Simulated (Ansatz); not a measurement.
## A hypothetical structure for MnNbSn

Starting from a made-up structure for MnNbSn, the aim is the relaxed cell, its shortest contacts and, where a second run follows, its electronic structure.

Method: DFT, PBEsol, plane-wave PAW, files of the set soft_1, scalar-relativistic, ferromagnetic start, cell and ions relaxed at zero pressure; PAW set soft_1, in Ansatz 0.2.0.

## 1. Set-up

It takes space group I4/mmm (No. 139, tetragonal). The conventional cell has a = 3.825 Å, b = 3.825 Å, c = 14.027 Å, α = 90.00°, β = 90.00°, γ = 90.00°. Sn has 4 Mn at 2.63 Å and 5 Nb at 2.76 to 2.86 Å nearest. Nearest to Nb lie 5 Sn at 2.76 to 2.86 Å and 4 Mn at 3.03 Å. Nearest to Mn lie 4 Sn at 2.63 Å and 4 Mn at 2.70 Å and 4 Nb at 3.03 Å. Farther neighbours are not listed.

## 2. Relaxing cell and atoms

The guess takes its coordinates from another compound and its volume from a rule, so the cell and any free coordinates are relaxed together.

input.yaml

```yaml
crystal:
  lattice:
    - [-1.9125, 1.9125, 7.0135]
    - [1.9125, -1.9125, 7.0135]
    - [1.9125, 1.9125, -7.0135]
  atoms:
    - { symbol: Sn, position: [0.8713, 0.8713, 0.0] }
    - { symbol: Sn, position: [0.1287, 0.1287, 0.0] }
    - { symbol: Nb, position: [0.6674, 0.6674, 0.0] }
    - { symbol: Nb, position: [0.3326, 0.3326, 0.0] }
    - { symbol: Mn, position: [0.5, 0.0, 0.5], spin: 4.0 }
    - { symbol: Mn, position: [0.0, 0.5, 0.5], spin: 4.0 }
magnetization:
  spin_polarized: true
kpoints:
  mp_grid: { grid: [10, 10, 10] }
scf:
  occupations: { method: fermi_dirac, width: 0.05 }
hamiltonian:
  xc: pbesol
  pseudopotentials: { kind: paw, azcp: { folder: soft_1 }, xc_functional: pbe }
relax:
  f_tol: 0.015
  max_steps: 70
  cell: {}
output:
  forces: true
  stress: true
```

Started as:

```bash
ansatz run input.yaml --threads 4 --pin off --max-ram 10240MiB --backend cpu --events-out ev --progress --plain --runs-dir out
```

Numbers of over 12 decimals in the logs are rounded to 6 here.

Log:

```text
basis.fft_grid_basis auto: the FFT boxes are laid along the combinations [[1, 0, 1], [0, 1, 1], [0, 0, 1]] of the cell's own vectors, 3.825, 3.825 and 7.517 Å long. The dense box has 27×27×54 points. Along the cell's own vectors, as sized, it would have 54×54×54, 4.00 times as many. Of the 16 symmetry operations that the crystal satisfies within crystal.symmetry.tolerance (time reversal apart; of a slab, those that k [...]
Engine: ansatz 0.2.0, x86_64-unknown-linux-gnu
Pseudopotentials: kind: paw
Pseudopotential: Sn, paw, valence charge 14, recommended cutoff 420 eV (normal), soft_1/Sn.paw.azcp
Pseudopotential: Nb, paw, valence charge 13, recommended cutoff 420 eV (normal), soft_1/Nb.paw.azcp
Pseudopotential: Mn, paw, valence charge 15, recommended cutoff 420 eV (normal), soft_1/Mn.paw.azcp
Functional definition: PBEsol
  exchange = pbesol_x
  correlation = pbesol_c
Crystal: 6 atoms, lattice volume = 102.612 Å³
Basis set: ecut = 420 eV, 2019 PW (Γ), FFT grids on a1+a3, a2+a3, a3, exchange–correlation on 54×54×108 points (8 copies of the dense FFT grid, shifted against one another)
Bands: 56, of which v1, the nominal top of the filled ones, is band 42 counted from 1 (41 counted from 0)
Symmetry: 16 space group operations
Space group: I4/mmm (ITA 139), of the structure as read, at distance tolerance 4.7e-5 Å
Magnetic group: BNS 139.531 (UNI 1191), of the structure as read, at distance tolerance 4.7e-5 Å
k-points: 102 of 1000
Non-local potential: Sn, projectors of the file, l = 0: 2, l = 1: 2, l = 2: 2, l = 3: 1
Non-local potential: Nb, projectors of the file, l = 0: 3, l = 1: 2, l = 2: 2, l = 3: 1
Non-local potential: Mn, projectors of the file, l = 0: 3, l = 1: 2, l = 2: 3, l = 3: 1
PAW form: soft (Blöchl's): semilocal exchange-correlation on the pseudo side does not see the compensation charge
PAW frozen core: Sn, regenerated for the run's functional, and the local potential with it (the file was generated under x = pbe(κ = 0.804, μ = 0.219515), c = pbe(β = 0.066725))
PAW frozen core: Nb, regenerated for the run's functional, and the local potential with it (the file was generated under x = pbe(κ = 0.804, μ = 0.219515), c = pbe(β = 0.066725))
PAW frozen core: Mn, regenerated for the run's functional, and the local potential with it (the file was generated under x = pbe(κ = 0.804, μ = 0.219515), c = pbe(β = 0.066725))
PAW one-centre angular grid: Sn, 590 points (default); XC on 64 Gauss nodes
PAW one-centre angular grid: Nb, 590 points (default); XC on 64 Gauss nodes
PAW one-centre angular grid: Mn, 590 points (default); XC on 64 Gauss nodes
Initial density: superposition of atomic densities (chi_scale 0.1, normalization cell)
Starting moments: Σ|m| = 8 μB on 2 of 6 sites
Initial wavefunctions: pseudopotential atomic-orbital guess
Functional: x = pbesol(κ = 0.804, μ = 0.123457), c = pbesol(β = 0.046)
SCF iter   1: F=—  HF=-28627.322884 eV  |F-HF|=—  |Δ(HF+E_count)|=         —  Δρ=4.89e-2 (↑4.27e-2 ↓4.89e-2)  dr2=1.47e1  dr2_m=7.43e-1  M=6.049 μB ∫|m|=7.020 μB  β_m=0.30  ethr=3.10e-3  ⟨swp⟩=6.3  Hψ=43007  notcnv=0  defer=13
Mixer restart at iter 1: flushing history
preconditioner: auto → Kerker (q_TF=auto, 2.639 Å⁻¹)  [metal: Δε(μ)=0.009 eV  Ē_g=13.546 eV  σ=0.050 eV  W_gap=0.05  n_scr=32 (ndim 8)  ℏωp=26.4 eV  f_vac=0.000  D(μ)=4.75/eV (n_scr^D=42)]
spin=Collinear: Kerker preconditioning applied to the charge; magnetization (m = ρ↑ − ρ↓) channel mixes plain (no charge-response kernel on spin).
SCF iter   2: F=—  HF=-28627.233338 eV  |F-HF|=—  |Δ(HF+E_count)|=   8.95e-2  Δρ=3.99e-2 (↑3.26e-2 ↓3.99e-2)  dr2=8.69e0  dr2_m=5.98e-1  M=5.803 μB ∫|m|=6.849 μB  β_m=0.64  ethr=3.10e-3  ⟨swp⟩=2.0  Hψ=15165  notcnv=0  defer=920
SCF iter   3: F=—  HF=-28627.582967 eV  |F-HF|=—  |Δ(HF+E_count)|=   3.50e-1  Δρ=1.63e-2 (↑1.63e-2 ↓1.26e-2)  dr2=4.71e-1  dr2_m=1.49e-1  M=4.957 μB ∫|m|=6.108 μB  β_m=0.82  ethr=3.10e-3  ⟨swp⟩=3.2  Hψ=23467  notcnv=0  defer=920
SCF iter   4: F=—  HF=-28627.678831 eV  |F-HF|=—  |Δ(HF+E_count)|=   9.59e-2  Δρ=9.82e-3 (↑4.36e-3 ↓9.82e-3)  dr2=3.71e-1  dr2_m=1.39e-2  M=4.733 μB ∫|m|=5.752 μB  β_m=0.77  ethr=5.61e-4  ⟨swp⟩=3.3  Hψ=24841  notcnv=0  defer=751
SCF iter   5: F=—  HF=-28627.641583 eV  |F-HF|=—  |Δ(HF+E_count)|=   3.72e-2  Δρ=1.05e-2 (↑1.05e-2 ↓3.17e-3)  dr2=1.75e-1  dr2_m=1.34e-2  M=4.561 μB ∫|m|=5.514 μB  β_m=0.69  ethr=4.42e-4  ⟨swp⟩=3.0  Hψ=22351  notcnv=0  defer=749
SCF iter   6: F=—  HF=-28627.655843 eV  |F-HF|=—  |Δ(HF+E_count)|=         —  Δρ=6.05e-3 (↑6.05e-3 ↓1.40e-3)  dr2=8.66e-2  dr2_m=6.10e-3  M=4.492 μB ∫|m|=5.380 μB  β_m=0.69  ethr=2.08e-4  ⟨swp⟩=2.2  Hψ=16655  notcnv=0  defer=743
Mixer restart at iter 6: flushing history
SCF iter   7: F=—  HF=-28627.657921 eV  |F-HF|=—  |Δ(HF+E_count)|=   2.08e-3  Δρ=3.27e-3 (↑3.27e-3 ↓2.26e-3)  dr2=1.81e-2  dr2_m=3.72e-4  M=4.525 μB ∫|m|=5.394 μB  β_m=0.57  ethr=1.03e-4  ⟨swp⟩=2.1  Hψ=21448  notcnv=0  defer=738
SCF iter   8: F=—  HF=-28627.653716 eV  |F-HF|=—  |Δ(HF+E_count)|=   4.21e-3  Δρ=9.14e-4 (↑6.97e-4 ↓9.14e-4)  dr2=7.48e-4  dr2_m=4.61e-4  M=4.505 μB ∫|m|=5.359 μB  β_m=0.71  ethr=2.15e-5  ⟨swp⟩=2.0  Hψ=22392  notcnv=0  defer=715
SCF iter   9: F=—  HF=-28627.653913 eV  |F-HF|=—  |Δ(HF+E_count)|=   1.97e-4  Δρ=5.92e-4 (↑1.86e-4 ↓5.92e-4)  dr2=3.10e-4  dr2_m=7.56e-5  M=4.505 μB ∫|m|=5.341 μB  β_m=0.86  ethr=8.91e-7  ⟨swp⟩=2.0  Hψ=14861  notcnv=0  defer=715
SCF iter  10: F=—  HF=-28627.654042 eV  |F-HF|=—  |Δ(HF+E_count)|=   1.29e-4  Δρ=2.19e-4 (↑8.75e-5 ↓2.19e-4)  dr2=6.30e-5  dr2_m=1.86e-5  M=4.503 μB ∫|m|=5.329 μB  β_m=0.88  ethr=3.69e-7  ⟨swp⟩=2.0  Hψ=16053  notcnv=0  defer=715
SCF iter  11: F=—  HF=-28627.654037 eV  |F-HF|=—  |Δ(HF+E_count)|=   5.41e-6  Δρ=1.44e-4 (↑1.44e-4 ↓4.81e-5)  dr2=3.48e-5  dr2_m=2.31e-6  M=4.503 μB ∫|m|=5.325 μB  β_m=0.94  ethr=7.49e-8  ⟨swp⟩=2.7  Hψ=19964  notcnv=0  defer=715
SCF iter  12: F=—  HF=-28627.654038 eV  |F-HF|=—  |Δ(HF+E_count)|=   1.76e-6  Δρ=5.02e-5 (↑5.02e-5 ↓1.47e-5)  dr2=3.81e-6  dr2_m=3.51e-7  M=4.503 μB ∫|m|=5.325 μB  β_m=0.88  ethr=4.14e-8  ⟨swp⟩=2.0  Hψ=13041  notcnv=0  defer=715
SCF iter  13: F=—  HF=-28627.654038 eV  |F-HF|=—  |Δ(HF+E_count)|=   1.60e-7  Δρ=4.92e-6 (↑4.88e-6 ↓4.92e-6)  dr2=9.54e-8  dr2_m=1.66e-8  M=4.504 μB ∫|m|=5.325 μB  β_m=0.94  ethr=4.54e-9  ⟨swp⟩=2.7  Hψ=18888  notcnv=0  defer=715
SCF iter  14: F=-28627.654038 eV  HF=-28627.654038 eV  |F-HF|=6.60e-9  |Δ(HF+E_count)|=   9.48e-9  Δρ=9.33e-7 (↑9.33e-7 ↓8.30e-7)  dr2=8.25e-9  dr2_m=1.16e-10  M=4.504 μB ∫|m|=5.325 μB  ethr=1.14e-10  ⟨swp⟩=2.6  Hψ=34434  notcnv=0
SCF 1 converged in 14 iterations: F = -28627.654038 eV  dr2 = 8.25e-9
[...]
relax step   8: F+E_penalty+E_count = -28628.07750142 eV  Δ(F+E_penalty+E_count) = +1.002e-1 eV  max|allowed force component| = 1.080e0 eV/Å  Δτ_max = 0.1462 Å  P = -1.623 GPa  Ω = 103.323 Å³  energy of the carried Pulay correction = -3.574e-4 eV  (12 SCF iters, dr2 threshold 6.00e-7 eV, rejected (line search))
relax step   9: F+E_penalty+E_count = -28628.22269775 eV  Δ(F+E_penalty+E_count) = -4.500e-2 eV  max|allowed force component| = 5.578e-2 eV/Å  Δτ_max = 0.0410 Å  P = -0.056 GPa  Ω = 103.272 Å³  energy of the carried Pulay correction = -3.319e-4 eV  (15 SCF iters, accepted)
relax step  10: F+E_penalty+E_count = -28628.22313568 eV  Δ(F+E_penalty+E_count) = -4.379e-4 eV  max|allowed force component| = 1.117e-3 eV/Å  Δτ_max = 0.0072 Å  P = +0.001 GPa  Ω = 103.215 Å³  energy of the carried Pulay correction = -3.034e-4 eV  (9 SCF iters, dr2 threshold 1.94e-7 eV, accepted)
relax step  11: F+E_penalty+E_count = -28628.22780838 eV  Δ(F+E_penalty+E_count) = -4.673e-3 eV  max|allowed force component| = 2.173e-3 eV/Å  Δτ_max = 0.0000 Å  P = +0.060 GPa  Ω = 103.215 Å³  stress off target by 9.10e-2 GPa  SCF on the basis re-selected at this cell (its energy is not comparable with the rows above)  (12 SCF iters)
relax step  12: F+E_penalty+E_count = -28628.22780275 eV  Δ(F+E_penalty+E_count) = +5.635e-6 eV  max|allowed force component| = 9.886e-5 eV/Å  Δτ_max = 0.0009 Å  P = +0.004 GPa  Ω = 103.260 Å³  energy of the carried Pulay correction = -2.606e-5 eV  (8 SCF iters, dr2 threshold 2.07e-8 eV, accepted)
iter 1 solved again at ethr=5.04e-8 eV; its pass at ethr=3.10e-3 eV (dr2=4.23e-5 eV) is discarded
SCF iter   1: F=—  HF=-28628.227829 eV  |F-HF|=—  |Δ(HF+E_count)|=         —  Δρ=7.59e-7 (↑5.37e-7 ↓7.59e-7)  dr2=1.22e-9  dr2_m=2.80e-11  M=1.463 μB ∫|m|=2.361 μB  β_m=0.65  ethr=5.04e-8  ⟨swp⟩=3.9  Hψ=74104  notcnv=0
eigensolver tolerance schedule: the retry pair's looser diagonalisation over-reported the residual by 34634.17 of it (diagonalisation noise at 1.29 of the residual, at the tolerance the schedule requests for it); recorded, not acted on — ethr = c·dr2/N_el stays at c = 1.0e-1
spin=Collinear: Kerker preconditioning applied to the charge; magnetization (m = ρ↑ − ρ↓) channel mixes plain (no charge-response kernel on spin).
SCF iter   2: F=—  HF=-28628.227830 eV  |F-HF|=—  |Δ(HF+E_count)|=   4.63e-8  Δρ=4.85e-7 (↑4.85e-7 ↓3.02e-7)  dr2=2.24e-10  dr2_m=1.01e-10  M=1.463 μB ∫|m|=2.361 μB  β_m=0.49  ethr=1.46e-12  ⟨swp⟩=3.7  Hψ=29506  notcnv=0
SCF iter   3: F=—  HF=-28628.227830 eV  |F-HF|=—  |Δ(HF+E_count)|=  1.06e-10  Δρ=2.19e-7 (↑1.31e-7 ↓2.19e-7)  dr2=1.22e-10  dr2_m=1.47e-11  M=1.463 μB ∫|m|=2.361 μB  β_m=0.61  ethr=1.00e-12  ⟨swp⟩=2.0  Hψ=13241  notcnv=0
SCF iter   4: F=—  HF=-28628.227830 eV  |F-HF|=—  |Δ(HF+E_count)|=  7.28e-12  Δρ=9.19e-8 (↑9.19e-8 ↓4.06e-8)  dr2=1.37e-11  dr2_m=2.40e-12  M=1.463 μB ∫|m|=2.361 μB  β_m=0.65  ethr=1.00e-12  ⟨swp⟩=1.0  Hψ=11424  notcnv=0
SCF iter   5: F=—  HF=-28628.227830 eV  |F-HF|=—  |Δ(HF+E_count)|=  1.09e-11  Δρ=5.94e-8 (↑5.94e-8 ↓2.98e-8)  dr2=7.04e-12  dr2_m=2.43e-13  M=1.463 μB ∫|m|=2.361 μB  β_m=0.73  ethr=1.00e-12  ⟨swp⟩=1.0  Hψ=11424  notcnv=0
SCF iter   6: F=—  HF=-28628.227830 eV  |F-HF|=—  |Δ(HF+E_count)|=  1.46e-11  Δρ=3.92e-8 (↑3.92e-8 ↓2.48e-8)  dr2=4.68e-12  dr2_m=6.49e-14  M=1.463 μB ∫|m|=2.361 μB  β_m=0.87  ethr=1.00e-12  ⟨swp⟩=1.0  Hψ=11424  notcnv=0
SCF iter   7: F=—  HF=-28628.227830 eV  |F-HF|=—  |Δ(HF+E_count)|=  3.64e-12  Δρ=1.84e-8 (↑1.84e-8 ↓1.64e-8)  dr2=1.76e-12  dr2_m=8.76e-15  M=1.463 μB ∫|m|=2.361 μB  β_m=0.93  ethr=1.00e-12  ⟨swp⟩=1.0  Hψ=11424  notcnv=0
SCF iter   8: F=-28628.227830 eV  HF=-28628.227830 eV  |F-HF|=1.09e-11  |Δ(HF+E_count)|=    0.00e0  Δρ=5.18e-8 (↑4.82e-8 ↓5.18e-8)  dr2=1.54e-11  dr2_m=1.08e-14  M=1.463 μB ∫|m|=2.361 μB  ethr=1.00e-12  ⟨swp⟩=2.0  Hψ=26417  notcnv=0
SCF 13 converged in 8 iterations: F = -28628.227830 eV  dr2 = 1.54e-11
relax step  13: F+E_penalty+E_count = -28628.22782953 eV  Δ(F+E_penalty+E_count) = -2.679e-5 eV  max|allowed force component| = 1.110e-4 eV/Å  Δτ_max = 0.0000 Å  P = +0.004 GPa  Ω = 103.260 Å³  stress off target by 6.21e-3 GPa  SCF on the basis re-selected at this cell (its energy is not comparable with the rows above)  (8 SCF iters)
basis re-selected at this cell: Δ(F+E_penalty+E_count) = -2.679e-5 eV, ΔP = -0.000 GPa vs the last step (what re-selecting the basis moved, of the pressure what is left beyond the Pulay correction that the steps carried, after the strain that the cell walked since its last selection, with what the two solves' SCF thresholds leave and, on support functions, any second-order correction that the steps lacked; it is no m [...]
an SCF from antiferromagnetic starting moments (0.00, 0.00, 0.00, 0.00, -4.00, 4.00 Bohr magnetons, atom by atom) was not made, so that it is not known whether that order lies lower: the deck asks for what bars it, or types moments that do (magnetization.spin_polarized, in the input reference, names some of the keys), or the run goes by scf.lower_state_search: light, the default, which as a rule tries one only behind [...]
SCF converged after 8 iterations
Magnetization: 1.4626 μB (42.7313 up, 41.2687 down)
Absolute magnetization: 2.3646 μB (∫|ρ↑−ρ↓|, with the PAW one-centre terms)
Spin contamination: 0.1591 ħ² per cell (⟨S²⟩ above its minimum at these occupations)
Per-site moments (μB) at R_I (Å): [(-0.012079, 1.109827), (-0.012079, 1.109827), (-0.139972, 1.073822), (-0.139972, 1.073822), (0.916762, 1.073822), (0.916762, 1.073822)]
Free energy (F): -28628.227830 eV
Harris-Foulkes:  -28628.227830 eV  (|F-HF|=1.09e-11)
Internal energy: -28628.192078 eV  (E = F + TS)
E sigma→0 (E₀):  -28628.209954 eV
Entropy (-TS):   -0.035752 eV (-5.959 meV/atom)
Fermi energy:    16.380896 eV
--- Per-component energies (eV) ---
  E_band       = -624.154447
  E_kinetic    = 1732.278764
  E_local      = -8420.508125  (includes V_loc(G=0)·N_el)
  E_nonlocal   = 1403.232921
  E_hartree    = 3545.460203
  E_xc         = -801.159719
  E_vxc        = -847.139047  (∫ρ·V_xc dr)
  E_paw        = -17239.678383  (= ΣΔE_a)
  E_vpaw       = -1582.940512  (= ΣTr[D̂ρ^β])
  E_aug_tail   = 0.000840  (compensation charges beyond the density's cutoff)
  E_ewald      = -8849.104976
  E_core_change = 1.286399  (= ΣΔE_core)
  E_smearing   = -0.035752  (= −TS)
  E_closure    = 0.000000  (closes the sum)
  Σ components = -28628.227830   (vs F -28628.227830, Δ=0.00e0)
--- Forces (eV/Å), atoms counted from 1 ---
  atom   1  Sn    -0.00000000    -0.00000000    -0.00011096
  atom   2  Sn    -0.00000000    -0.00000000     0.00011096
  atom   3  Nb     0.00000000     0.00000000    -0.00006828
  atom   4  Nb     0.00000000     0.00000000     0.00006828
  atom   5  Mn     0.00000000     0.00000000     0.00000000
  atom   6  Mn     0.00000000     0.00000000    -0.00000000
  max |Σ_I F_I| component: 6.07e-18 eV/Å
--- Stress (GPa, compression-positive) ---
        0.006215      -0.000000       0.000000
       -0.000000       0.006215      -0.000000
       -0.000000      -0.000000      -0.000844
  P = ⅓ Tr σ = 0.0039 GPa (0.039 kbar)
--- Relaxed structure (11 steps of the walk, 9 accepted, 2 SCFs on fresh bases) ---
  F+E_penalty+E_count = -28628.22782953 eV   max|allowed force component| = 1.110e-4 eV/Å   (the final SCF, on the basis selected at the relaxed cell)
  cell:  # Å, volume = 103.2596 Å³
    - [-2.023964, 2.023964, 6.301804]
    - [2.023964, -2.023964, 6.301804]
    - [2.023964, 2.023964, -6.301804]
  atoms:
    - { symbol: Sn, position: [0.859354, 0.859354, 0] }
    - { symbol: Sn, position: [0.140646, 0.140646, 0] }
    - { symbol: Nb, position: [0.629895, 0.629895, 0] }
    - { symbol: Nb, position: [0.370105, 0.370105, 0] }
    - { symbol: Mn, position: [0.5, 5.719751961497639e-19, 0.5] }
    - { symbol: Mn, position: [5.719751961497633e-19, 0.5, 0.5] }
```

Run time: 2.4 min. Hardware: 4 threads of AMD EPYC 9R14 (Zen 4), shared host; peak memory 1.1 GiB; 9 min of CPU time.

The steps of the relaxation:

```csv
step,energy less that of the first step (eV),largest force component (eV/Å),pressure (GPa),volume (Å³)
1,0.0000,0.2177,0.42,102.61
2,-0.0047,0.9112,1.43,101.70
3,-0.2065,0.5517,2.07,101.15
4,-0.4681,0.5054,3.74,100.15
5,-0.4042,0.8544,7.86,99.42
6,-0.5088,0.1752,3.96,100.86
7,-0.5237,0.2418,3.95,100.97
8,-0.4235,1.0796,-1.62,103.32
9,-0.5687,0.0558,-0.06,103.27
10,-0.5691,0.0011,0.00,103.22
11*,-0.5738,0.0022,0.06,103.22
12,-0.5738,0.0001,0.00,103.26
13*,-0.5738,0.0001,0.00,103.26
```

Relaxation steps marked * repeat the geometry before them on a plane-wave basis chosen anew for their cell, so energy and pressure can jump there. Relaxation steps 5, 8 were tried and not accepted.

Forces are held to the 16 operations that the run works with; a distortion that breaks them can't arise in this run.

```csv
"conventional cell, symmetrised",before,after,change
a (Å),3.825,4.048,+5.8 %
b (Å),3.825,4.048,+5.8 %
c (Å),14.027,12.604,-10.1 %
volume (Å³/atom),17.10,17.21,+0.6 %
```

The atoms that moved most (Å, as changes of fractional coordinates times the final cell):

```csv
atom,dx,dy,dz,length
Nb4,0.000,0.000,0.473,0.473
Nb3,0.000,0.000,-0.473,0.473
Sn1,0.000,0.000,-0.151,0.151
Sn2,0.000,0.000,0.151,0.151
```

Final coordinates:

```xyz
6
Lattice="-2.0240 2.0240 6.3018 2.0240 -2.0240 6.3018 2.0240 2.0240 -6.3018" Properties=species:S:1:pos:R:3 pbc="T T T"
Sn    0.0000    0.0000   10.8310
Sn    0.0000    0.0000    1.7727
Nb    0.0000    0.0000    7.9389
Nb    0.0000    0.0000    4.6647
Mn    0.0000    2.0240    0.0000
Mn    2.0240    0.0000    0.0000
```

This step gave:

| Quantity | Value |
| --- | --- |
| free energy | -28628.2278 eV |
| energy at zero smearing | -28628.2100 eV |
| smearing term TS | 0.03575 eV |
| Fermi energy | 16.38 eV |
| magnetization | 1.463 μB |
| absolute magnetization | 2.365 μB |
| site moments | -0.01208, -0.01208, -0.1400, -0.1400, 0.9168, 0.9168 μB |
| electrons | 84 |
| symmetry operations | 16 |
| pressure | 0.003862 GPa |

Site moment by atom:

```csv
atom,site moment (μB)
Sn1,-0.012
Sn2,-0.012
Nb3,-0.140
Nb4,-0.140
Mn5,0.917
Mn6,0.917
```

The shortest distance of each pair, which need not be the same contact before and after:

```csv
pair,guess (Å),relaxed (Å)
Mn–Nb,3.028,2.603
Mn–Sn,2.630,2.690
Mn–Mn,2.705,2.862
Nb–Sn,2.759,2.866
Nb–Nb,3.562,3.274
```

The relaxation ends with a largest force component of 1.1e-4 eV/Å and a pressure of 0.00 GPa.

## 3. What came out

```
space group, relaxed : I4/mmm
conventional cell    : a = 4.048, b = 4.048, c = 12.604 Å; α = 90.0°, β = 90.0°, γ = 90.0°
volume per atom      : 17.21 Å³ (guess 17.10)
total moment         : 1.46 μB in the cell of 6 atoms
```

In words: MnNbSn relaxes to I4/mmm with a = 4.048, b = 4.048 and c = 12.604 Å. The guessed volume was near the relaxed one. The space group I4/mmm was held in the relaxation, so the end point is a stationary structure within it and may be a saddle against distortions or other arrangements. The input starts from parallel moments, and no other start was typed. Mesh and cutoff weren't tested. No dispersion term is used, so weakly bound directions may come out too long. Nothing here tests whether the compound is stable against decomposition.

[Logs are printed without paths, hosts, clocks, repeated set-up lines and the standing remarks that a program may print on its own settings, such as how far it seeks lower states.]

[Hosts, paths, dates, database ids (printed as entryN), source tags and the programs' standing remarks are cut or masked in the printed files.]
